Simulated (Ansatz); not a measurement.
# CO on Zr(0001), hcp start, 2x2 cell: work function, bands and core levels, part 3 of 5

Aim: how the adsorbate changes the work function, the valence spectrum and the core levels in CO on Zr(0001), hcp start, 2x2 cell.

Ansatz 0.2.0; DFT, PBE, plane-wave PAW, default files, scalar-relativistic.

So far, work function, upper face (eV): step 2 (the clean face) 4.16; step 3 (relaxing the atoms) 4.27.

## Step 4: Bands by layer

The main run: bands along the zone's path, each state's share in the top and middle regions, the DOS and the planar potential. The cell holds 4 small cells, so the bands are unfolded.

The input, input.yaml:

```yaml
crystal:
  lattice:
    - [6.46, 0.0, 0.0]
    - [3.23, 5.5945241084, 0.0]
    - [0.0, 0.0, 25.065]
  atoms:
    - { symbol: O, position: [0.1944777998, 0.1944557861, 0.658481294] }
    - { symbol: C, position: [0.3185280016, 0.3184934014, 0.6540588948] }
    - { symbol: Zr, position: [0.0167763631, 0.0167643233, 0.6119124771] }
    - { symbol: Zr, position: [0.5194782875, -0.0096478126, 0.6050814314] }
    - { symbol: Zr, position: [-0.0095752166, 0.5194467129, 0.6050774464] }
    - { symbol: Zr, position: [0.4866835931, 0.4866647752, 0.6147016064] }
    - { symbol: Zr, position: [0.8214682617, 0.3347678184, 0.5102668166] }
    - { symbol: Zr, position: [0.3269460181, 0.326963692, 0.5045630592] }
    - { symbol: Zr, position: [0.8400048077, 0.8400196062, 0.5058927222] }
    - { symbol: Zr, position: [0.3347529481, 0.821402481, 0.5102741817] }
    - { symbol: Zr, position: [0.0, 0.0, 0.40235388] }
    - { symbol: Zr, position: [0.5, 0.0, 0.40235388] }
    - { symbol: Zr, position: [0.0, 0.5, 0.40235388] }
    - { symbol: Zr, position: [0.5, 0.5, 0.40235388] }
    - { symbol: Zr, position: [0.833333333, 0.333333333, 0.299222023] }
    - { symbol: Zr, position: [0.333333333, 0.333333333, 0.299222023] }
    - { symbol: Zr, position: [0.833333333, 0.833333333, 0.299222023] }
    - { symbol: Zr, position: [0.333333333, 0.833333333, 0.299222023] }
kpoints:
  mp_grid: { grid: [6, 6, 1] }
scf:
  occupations: { method: fermi_dirac, width: 0.05 }
  n_extra_bands: 24
hamiltonian:
  xc: pbe
  pseudopotentials: { kind: paw }
output:
  forces: true
  write_potential: true
  volumetric_format: []
  efg: { contact_densities: true }
  dos:
    projected:
      site_lists:
        adsorbate: [0, 1]
        layer_1: [2, 3, 4, 5]
        layer_2: [6, 7, 8, 9]
        layer_3: [10, 11, 12, 13]
        other_layers: [14, 15, 16, 17]
    de: 0.05
    e_range: [-30, 12]
    method: { smearing: { sigma: 0.15, scheme: gaussian } }
  eigenstates:
    kpoints:
      - [0.33333333, -0.33333333, 0.0]
      - [0.25, -0.375, 0.0]
      - [0.16666667, -0.41666667, 0.0]
      - [0.08333333, -0.45833333, 0.0]
      - [0.0, 0.5, 0.0]
      - [-0.08333333, 0.45833333, 0.0]
      # [... 29 more points ...]
      - [0.25, 0.5, 0.0]
      - [0.29166667, -0.41666667, 0.0]
    e_range: [-8.0, 4.0]
    unfold:
      supercell_matrix: [[2, 0, 0], [0, 2, 0], [0, 0, 1]]
      layers:
        axis: 3
        edges: [0.139637, 0.429333, 0.429433, 0.559849, 0.577484, 0.818065]
efield:
  axis: 3
  dipole_correction: true
```

Command:

```sh
$ ansatz run input.yaml --threads 8 --pin off --max-ram 20480MiB --backend cpu --events-out ev --progress --plain --runs-dir out
```

Numbers of over 12 decimals in the logs are rounded to 6 here.

Log:

```text
[...]
Zr: output.efg is read without spin–orbit coupling, which moves field gradients at and beside such atoms by some per cent and up to a factor of two; PAW files take it under magnetization.noncollinear and magnetization.spin_orbit
[...]
Crystal: 18 atoms, lattice volume = 905.865 Å³
Basis set: ecut = 420 eV, 17711 PW (Γ), exchange–correlation on 90×90×360 points (8 copies of the dense FFT grid, shifted against one another)
Bands: 125, of which v1, the nominal top of the filled ones, is band 101 counted from 1 (100 counted from 0)
Symmetry: 1 space group operations
[...]
k-points: 20 of 36 (time reversal used)
[...]
SCF iter   1: F=—  HF=-67753.519907 eV  |F-HF|=—  |Δ(HF+E_count)|=         —  Δρ=5.61e-3  dr2=2.31e0  ethr=1.77e-3  p=-0.005 e·Å  D=-1.04e-3 V/Å  ΔV_dip=0.03 eV  dr2_dipole=2.03e-1  V_vac-E_F(+/−)=4.17/4.14 eV  ⟨swp⟩=8.6  Hψ=11456  notcnv=0
[...]
SCF iter   9: F=-67753.451685 eV  HF=-67753.451685 eV  |F-HF|=9.98e-9  |Δ(HF+E_count)|=   4.44e-8  Δρ=8.80e-7  dr2=1.73e-8  ethr=4.95e-11  p=-0.009 e·Å  D=-1.86e-3 V/Å  ΔV_dip=0.05 eV  dr2_dipole=3.64e-11  V_vac-E_F(+/−)=4.27/4.22 eV  ⟨swp⟩=16.1  Hψ=18937  notcnv=0
SCF 1 converged in 9 iterations: F = -67753.451685 eV  dr2 = 1.73e-8
[...]
efield: sawtooth ramp at fractional position 0.9289 (kept from the solve that this one continues, or follows in the run), width 0.1000; the density the first Hamiltonian is built on has a dipole p = -0.009 e·Å; the dipole correction subtracts the counter field D = -1.86e-3 V/Å, which shifts the + side's vacuum level by +0.05 eV against the − side's; the planar-averaged density in the ramp window peaks in size at 4.3e-6 e/Å³
SCF converged after 9 iterations
Free energy (F): -67753.451685 eV
[...]
Internal energy: -67753.241604 eV  (E = F + TS)
E sigma→0 (E₀):  -67753.346645 eV
Entropy (-TS):   -0.210081 eV (-11.671 meV/atom)
Fermi energy:    3.559691 eV
Dipole field:    D = -0.001861 V/Å  (p = -0.009317 e·Å, saw-weighted, corrected)
Work function:   Φ+ = 4.2680 eV   Φ− = 4.2213 eV
[...]
--- Forces (eV/Å), atoms counted from 1 ---
  atom   1  O     -0.00240851    -0.00144159    -0.00025357
  atom   2  C     -0.00939035    -0.00626667     0.00712891
  atom   3  Zr    -0.01554554    -0.00877074    -0.00006863
  atom   4  Zr     0.00497049    -0.00301683    -0.00815803
  atom   5  Zr    -0.00160848     0.00715726    -0.00796824
  atom   6  Zr     0.02201751     0.01165108    -0.00508681
  atom   7  Zr    -0.00073910     0.00557675    -0.00678595
  atom   8  Zr     0.00260535     0.00019358     0.01496166
  atom   9  Zr    -0.00634968    -0.00348800     0.00882313
  atom  10  Zr     0.00599816    -0.00186239    -0.00769400
  atom  11  Zr     0.14974663     0.08647108    -0.48711361
  atom  12  Zr    -0.04206233     0.06389109    -0.65555586
  atom  13  Zr     0.03459794    -0.06788489    -0.65601796
  atom  14  Zr    -0.11323946    -0.06568975    -0.30651986
  atom  15  Zr    -0.01464717     0.01406548     0.53677204
  atom  16  Zr     0.01720209     0.00984162     0.51047646
  atom  17  Zr    -0.03606494    -0.02076319     0.52613050
  atom  18  Zr     0.00493198    -0.01965539     0.53698105
  max |Σ_I F_I| component: 5.12e-5 eV/Å
--- PAW observables at the nuclei: V_zz in 10²¹ V/m², potentials from the cell's mean, atoms counted from 1 ---
  atom   1  O  V_zz =    +9.696663   η = 0.3908   by run symmetry: allowed
            electrostatic potential = -615.535149 V   contact ρ = 2158.221355 e/Å³
  atom   2  C  V_zz =    -2.380388   η = 0.6303   by run symmetry: allowed
            electrostatic potential = -409.675467 V   contact ρ = 870.702318 e/Å³
  atom   3  Zr V_zz =   +12.499749   η = 0.5088   by run symmetry: allowed
            electrostatic potential = -5916.221680 V   contact ρ = 490533.701457 e/Å³
  atom   4  Zr V_zz =   +14.147506   η = 0.6268   by run symmetry: allowed
            electrostatic potential = -5916.825336 V   contact ρ = 490532.562345 e/Å³
  atom   5  Zr V_zz =   +14.146002   η = 0.6272   by run symmetry: allowed
            electrostatic potential = -5916.825765 V   contact ρ = 490532.563648 e/Å³
  atom   6  Zr V_zz =   -16.926906   η = 0.5146   by run symmetry: allowed
            electrostatic potential = -5916.550646 V   contact ρ = 490533.058198 e/Å³
  atom   7  Zr V_zz =    +3.752011   η = 0.2521   by run symmetry: allowed
            electrostatic potential = -5916.823056 V   contact ρ = 490537.040313 e/Å³
  atom   8  Zr V_zz =    +3.483653   η = 0.5821   by run symmetry: allowed
            electrostatic potential = -5916.888210 V   contact ρ = 490537.090227 e/Å³
  atom   9  Zr V_zz =    +3.321101   η = 0.8760   by run symmetry: allowed
            electrostatic potential = -5916.987045 V   contact ρ = 490538.169142 e/Å³
  atom  10  Zr V_zz =    +3.752463   η = 0.2551   by run symmetry: allowed
            electrostatic potential = -5916.823238 V   contact ρ = 490537.039087 e/Å³
  atom  11  Zr V_zz =    +2.659652   η = 0.2703   by run symmetry: allowed
            electrostatic potential = -5916.765813 V   contact ρ = 490536.821736 e/Å³
  atom  12  Zr V_zz =    +2.759695   η = 0.2000   by run symmetry: allowed
            electrostatic potential = -5916.803659 V   contact ρ = 490537.253673 e/Å³
  atom  13  Zr V_zz =    +2.757667   η = 0.1992   by run symmetry: allowed
            electrostatic potential = -5916.803851 V   contact ρ = 490537.254697 e/Å³
  atom  14  Zr V_zz =    +2.234924   η = 0.2423   by run symmetry: allowed
            electrostatic potential = -5916.792214 V   contact ρ = 490536.823337 e/Å³
  atom  15  Zr V_zz =    +3.517499   η = 0.0957   by run symmetry: allowed
            electrostatic potential = -5916.339235 V   contact ρ = 490539.659945 e/Å³
  atom  16  Zr V_zz =    +3.557938   η = 0.0301   by run symmetry: allowed
            electrostatic potential = -5916.348559 V   contact ρ = 490539.729269 e/Å³
  atom  17  Zr V_zz =    +3.859694   η = 0.0308   by run symmetry: allowed
            electrostatic potential = -5916.334329 V   contact ρ = 490539.704779 e/Å³
  atom  18  Zr V_zz =    +3.517398   η = 0.0955   by run symmetry: allowed
            electrostatic potential = -5916.339249 V   contact ρ = 490539.659900 e/Å³
--- Band table (eV; the first three rows and the last of 20) ---
  k-point 0: bands = [... 97 lower, 3.6907, 3.7977, 3.9329, 4.0724, 4.1068, 4.2473, 4.3302, 4.3619, ... 20 higher]
  k-point 1: bands = [... 97 lower, 3.6666, 3.7622, 3.8292, 3.8753, 3.9504, 4.0244, 4.1076, 4.1586, ... 20 higher]
  k-point 2: bands = [... 97 lower, 3.3395, 3.4863, 3.5182, 3.5616, 3.6370, 3.6839, 3.7609, 3.8189, ... 20 higher]
  k-point 19: bands = [... 97 lower, 3.1682, 3.2358, 3.3418, 3.3691, 3.4466, 3.4915, 3.4990, 3.5854, ... 20 higher]
```

Run time: 2.7 min. Hardware: 8 threads of Arm Neoverse V1, shared host; peak memory 6.9 GiB; 21 min of CPU time.

The column dr2 measures how far the density is from self-consistency, as an energy; F and HF (Harris–Foulkes) agree once it is small.

This step gave:

```
Fermi energy                                   : 3.560 eV
share of occupied states in no projected shell : 0.0071 of the occupied states in the window
DOS at the Fermi level                         : 25.65 states/eV/cell
```

A(k,E), total over k along the path and E. Zero: Fermi level.

Values in eV⁻¹, 12 rows by 16 columns, each cell a mean:
```
0.9 1.7 2.7 2.2 3.4 6.2 7.7 7.2 5.0 2.5 2.9 3.9 3.4 3.2 1.8 0.9
4.1 3.6 2.9 2.9 3.4 4.8 4.5 4.7 4.3 3.2 3.1 2.2 2.0 2.8 3.5 4.1
3.5 3.7 3.2 3.2 3.8 2.1 1.5 1.7 2.9 3.6 2.2 1.4 1.2 1.6 3.2 3.6
5.0 3.9 3.8 3.3 1.1 0.5 0.5 0.5 0.7 1.7 2.5 2.5 2.5 2.4 3.2 4.8
2.1 3.1 2.8 2.0 1.8 0.7 0.4 0.5 1.1 2.1 2.5 2.5 2.3 3.1 3.5 2.2
0.4 0.5 1.3 1.5 1.2 1.8 1.4 1.6 1.6 1.3 2.0 2.9 3.3 2.3 0.7 0.4
0.1 0.1 0.2 0.9 1.1 1.0 1.0 0.9 1.1 1.2 0.8 0.3 0.2 0.2 0.1 0.1
0.0 0.0 0.1 0.1 1.0 0.8 1.1 0.9 1.0 0.6 0.1 0.1 0.1 0.1 0.1 0.0
0.0 0.0 0.0 0.1 0.1 0.8 1.1 1.1 0.4 0.1 0.1 0.1 0.1 0.1 0.0 0.0
0.3 0.3 0.3 0.3 0.4 0.5 0.5 0.5 0.4 0.4 0.3 0.3 0.3 0.3 0.3 0.3
0.5 0.5 0.5 0.6 0.6 0.6 0.7 0.7 0.6 0.6 0.5 0.5 0.5 0.5 0.5 0.5
0.1 0.1 0.1 0.1 0.1 0.1 0.2 0.2 0.1 0.1 0.1 0.1 0.1 0.1 0.1 0.1
```
Columns: k along the path (Å⁻¹) from 0 to 3.07; rows upwards: E (eV) from -7.7 to 1.50.

A(k,E), top over k along the path and E. Zero: Fermi level.

Values in eV⁻¹, 12 rows by 16 columns, each cell a mean:
```
0.40 0.51 0.58 0.47 0.74 1.21 1.46 1.38 0.94 0.52 0.57 0.69 0.63 0.66 0.53 0.40
0.84 0.74 0.63 0.61 0.77 0.94 0.82 0.83 0.80 0.57 0.62 0.50 0.44 0.55 0.75 0.84
0.63 0.67 0.66 0.67 0.70 0.46 0.34 0.38 0.60 0.78 0.57 0.36 0.29 0.39 0.58 0.63
0.66 0.65 0.71 0.66 0.31 0.27 0.31 0.31 0.30 0.45 0.48 0.48 0.49 0.47 0.52 0.62
0.56 0.55 0.58 0.61 0.63 0.38 0.28 0.32 0.52 0.62 0.65 0.63 0.60 0.66 0.67 0.60
0.19 0.23 0.27 0.29 0.31 0.52 0.55 0.55 0.43 0.35 0.41 0.54 0.59 0.48 0.28 0.19
0.04 0.04 0.04 0.08 0.13 0.11 0.12 0.11 0.12 0.11 0.09 0.06 0.06 0.05 0.04 0.04
0.01 0.02 0.02 0.02 0.05 0.06 0.08 0.07 0.05 0.04 0.03 0.03 0.04 0.03 0.02 0.02
0.02 0.02 0.02 0.03 0.03 0.05 0.05 0.05 0.04 0.03 0.03 0.03 0.03 0.03 0.02 0.02
0.24 0.24 0.26 0.30 0.35 0.38 0.38 0.38 0.37 0.34 0.30 0.26 0.24 0.24 0.25 0.24
0.50 0.50 0.51 0.54 0.57 0.60 0.60 0.60 0.59 0.55 0.51 0.49 0.48 0.49 0.50 0.50
0.08 0.08 0.08 0.08 0.08 0.11 0.15 0.14 0.11 0.09 0.09 0.10 0.10 0.09 0.08 0.07
```
Columns: k along the path (Å⁻¹) from 0 to 3.07; rows upwards: E (eV) from -7.7 to 1.50.

A(k,E), middle over k along the path and E. Zero: Fermi level.

Ten even steps from '_' (0.00 eV⁻¹) to '@' (2.87 eV⁻¹), each cell a mean:
```
____..::::::::::--++**++++++++++==::::::--==----::::....____
____....::::::------++%%@@@@##==------==++====----::::..____
..::::::::------::--++++++++++==--------::::::::::--::..::..
------==----::::--==--::....::----::::............::==------
::::--::......::--::....__....::----::......______..::==--::
**++==------==--::..____________..----------------------==++
%%**++====----..__________________....::::::::::::::::--**%%
--====------::::__________________..::::............::====--
..::--==--::..::::..____________..::::::::::::::::--====::..
______..::::..__........____......____..::--====++==::______
__________::....____..........____....::------::::..________
____________::....______________......::____________________
______________::__....______....__....______________________
________________::____........__....________________________
__________________::..________::..__________________________
____________________..::::::::______________________________
____________________________________________________________
____________________________________________________________
____________________________________________________________
____________________________________________________________
____________________________________________________________
____________________________________________________________
```
Columns: k along the path (Å⁻¹) from 0 to 3.07; rows upwards: E (eV) from -7.7 to 1.50.

A(k,E), bottom over k along the path and E. Zero: Fermi level.

Ten even steps from '0' (0.00 eV⁻¹) to '9' (5.53 eV⁻¹), each cell a mean:
```
000122112554445531112333331000
000221122368997432223322223100
233222222354445432221111123442
754321123432223443332111122247
122322334211111233210000001221
433455431000000012321111111234
433333210000000000122222222344
233211110000000000111111112322
001221011000000001122221233210
000011101100000111012333321000
000001110121011100111111100000
000000101001110011110000000000
000000010110001100000000000000
000000001001110010000000000000
000000000100000100000000000000
000000000011111000000000000000
000000000000000000000000000000
000000000000000000000000000000
000000000000000000000000000000
000000000000000000000000000000
000000000000000000000000000000
000000000000000000000000000000
```
Columns: k along the path (Å⁻¹) from 0 to 3.07; rows upwards: E (eV) from -7.7 to 1.50.

Peaks of A(k,E) at the labelled points: for each region the eleven nearest the zero at most, each over 6 % of that point's highest, less those above the energy where the solved bands run out; weight and spread sum the levels within three half widths or 0.3 eV, so near peaks share levels. Peaks of the spectral function, the first 40 of 108 rows:

```csv
point,weight on,E (eV),A (1/eV),weight near the peak,rms spread of levels (eV)
K,total,-6.8,1.055,0.478,0.079
K,total,-5.88,0.674,0.201,0
K,total,-2.24,1.235,0.278,0
K,total,-1.82,3.231,1.398,0.115
K,total,-1.58,3.357,2.791,0.225
K,total,-1.26,8.051,3.471,0.107
K,total,-0.74,6.554,2.224,0.083
K,total,0.14,7.791,4.267,0.128
K,total,0.92,1.092,0.501,0.2
K,total,1.2,0.718,0.346,0.198
K,top,-2.26,0.668,0.181,0
K,top,-1.82,1.02,0.347,0.08
K,top,-1.26,0.991,0.42,0.108
K,top,-0.8,0.622,0.286,0.137
K,top,-0.32,0.592,0.284,0.134
K,top,-0.02,1.159,0.481,0.108
K,top,0.3,1.147,0.506,0.12
K,top,0.92,0.616,0.338,0.19
K,top,1.2,0.352,0.255,0.208
K,top,1.52,0.37,0.173,0.127
K,middle,-2.24,0.324,0.064,0
K,middle,-1.82,1.152,0.473,0.112
K,middle,-1.58,1.13,1.007,0.226
K,middle,-1.26,3.008,1.421,0.114
K,middle,-1.06,2.385,1.688,0.179
K,middle,-0.72,2.131,0.775,0.078
K,middle,0.04,1.5,0.682,0.128
K,bottom,-1.58,1.692,1.191,0.191
K,bottom,-1.28,3.677,1.456,0.099
K,bottom,-0.74,3.57,1.06,0.044
K,bottom,0.14,5.676,2.719,0.105
Γ,total,-6.04,1.302,0.382,0
Γ,total,-5.1,3.128,0.962,0
Γ,total,-4.1,3.062,0.929,0
Γ,total,-3.2,3.125,0.911,0
Γ,total,-2.82,2.323,0.761,0.088
Γ,total,-2.32,0.891,0.34,0.107
Γ,total,-1.04,0.878,0.338,0.146
Γ,total,-0.12,3.44,1.391,0.089
Γ,total,0.54,5.977,2.969,0.158
```

The DOS has structure finer than the step of the table below, so its rows give means over 2 eV, whole bins alone (the curve runs from -29.5 to 1.27 eV). Peaks (eV: height): total -26.5: 100.0, 0.9: 29.5; Zr 4d -1.8: 18.8, -0.8: 24.9, 0.9: 25.2; Zr 5s -3.9: 3.29, -3.1: 4.52, -2.6: 6.31, -0.1: 2.03; O 2p -10.7: 3.01, -6.7: 7.09, -5.9: 2.24; Zr 5p* -21.8: 0.668, -6.7: 0.258, 1.0: 2.01.

* holds the states left over by the projection beside any projected weight of its own. The DOS by E, zero at the Fermi level; means over each step; 7 of 9 lines; values in states/eV/cell:

```csv
E (eV),total,Zr 4d,Zr 5s,O 2p,Zr 5p*,C 2p,C 2s
-28,15.2,0.154,0.126,0.0162,0,0.0348,0.0291
-26,32.8,0.219,0.129,0.00776,0,0.0226,0.00340
-24,0,0,0,0,0,0,0
-22,1.000,0.0434,0.0280,0.0269,0.0932,0.0953,0.0778
-20,0,0,0,0,0,0,0
-18,0,0,0,0,0,0,0
-16,0,0,0,0,0,0,0
-14,0,0,0,0,0,0,0
-12,0.0118,0.00123,3.5e-4,0.00495,2.8e-4,2.8e-5,0.00351
-10,0.988,0.102,0.0295,0.414,0.0232,0.00236,0.293
-8,0.109,0.0118,0.00766,0.0673,0.00205,0.0191,6.5e-4
-6,2.96,0.349,0.269,1.51,0.0617,0.569,0.184
-4,2.60,0.399,2.08,0.0197,0.0769,0.0114,0.0110
-2,17.9,13.5,3.10,0.230,0.437,0.602,0.0399
0,25.3,21.7,1.74,0.105,1.40,0.241,0.0288
```

Simulated valence spectra by photon energy, shown to 13 eV, since a deeper line would dwarf them at some energies; the 100 % can be that line's tail at the edge; this run's widths, added to any smearing of the DOS itself: Gaussian 0.3 eV, Lorentzian 0.2 eV plus 0.05 an eV of depth. Table of intensity by binding energy, zero at the Fermi level; values in % of the maximum within 13 eV:

```csv
binding energy (eV),21.2 eV,40.8 eV,150 eV,1486.7 eV,8047.8 eV
-1.0,2.73,3.26,3.22,3.41,4.75
-0.5,6.46,7.07,7.01,7.16,8.16
0.0,48.8,49.7,49.4,49.7,45.3
0.5,88.3,89.4,89.6,88.6,77.8
1.0,93.3,92.8,93.2,93.5,79.0
1.5,74.3,79.6,78.2,74.4,73.7
2.0,82.9,99.1,93.7,81.8,97.2
2.5,58.5,73.1,70.1,61.0,98.5
3.0,22.5,29.0,30.2,28.4,72.5
3.5,7.72,11.2,13.0,13.2,49.1
4.0,4.07,7.36,8.73,8.57,37.4
4.5,2.67,6.47,7.14,5.69,25.0
5.0,2.65,8.76,8.81,4.34,16.8
5.5,5.36,22.4,21.4,4.52,10.8
6.0,11.9,53.5,50.3,7.15,13.3
6.5,15.8,77.7,68.0,6.57,11.2
7.0,15.0,75.5,65.3,5.94,10.2
7.5,4.04,19.7,17.4,2.93,6.40
8.0,1.71,8.15,7.53,2.32,5.69
8.5,1.08,5.22,5.17,2.24,5.66
9.0,0.889,4.51,4.90,2.33,5.90
9.5,0.980,5.38,6.49,2.66,6.44
10.0,1.72,10.1,13.4,3.71,7.90
10.5,4.50,27.3,37.8,7.15,12.3
11.0,3.94,24.0,33.3,6.64,11.9
11.5,-,8.43,11.3,3.77,8.60
12.0,-,4.15,5.28,3.10,8.02
12.5,-,2.80,3.37,3.00,8.19
```

(Continued in part 4 of 5.)

[Logs are printed without paths, hosts, clocks, repeated set-up lines and the standing remarks that a program may print on its own settings, such as how far it seeks lower states.]

[Hosts, paths, dates, database ids (printed as entryN), source tags and the programs' standing remarks are cut or masked in the printed files.]

[Maps of the electrostatic potential energy from Ansatz leave out the sawtooth potential of an applied field or a dipole correction, so their vacuum need not be flat; work functions include it.]
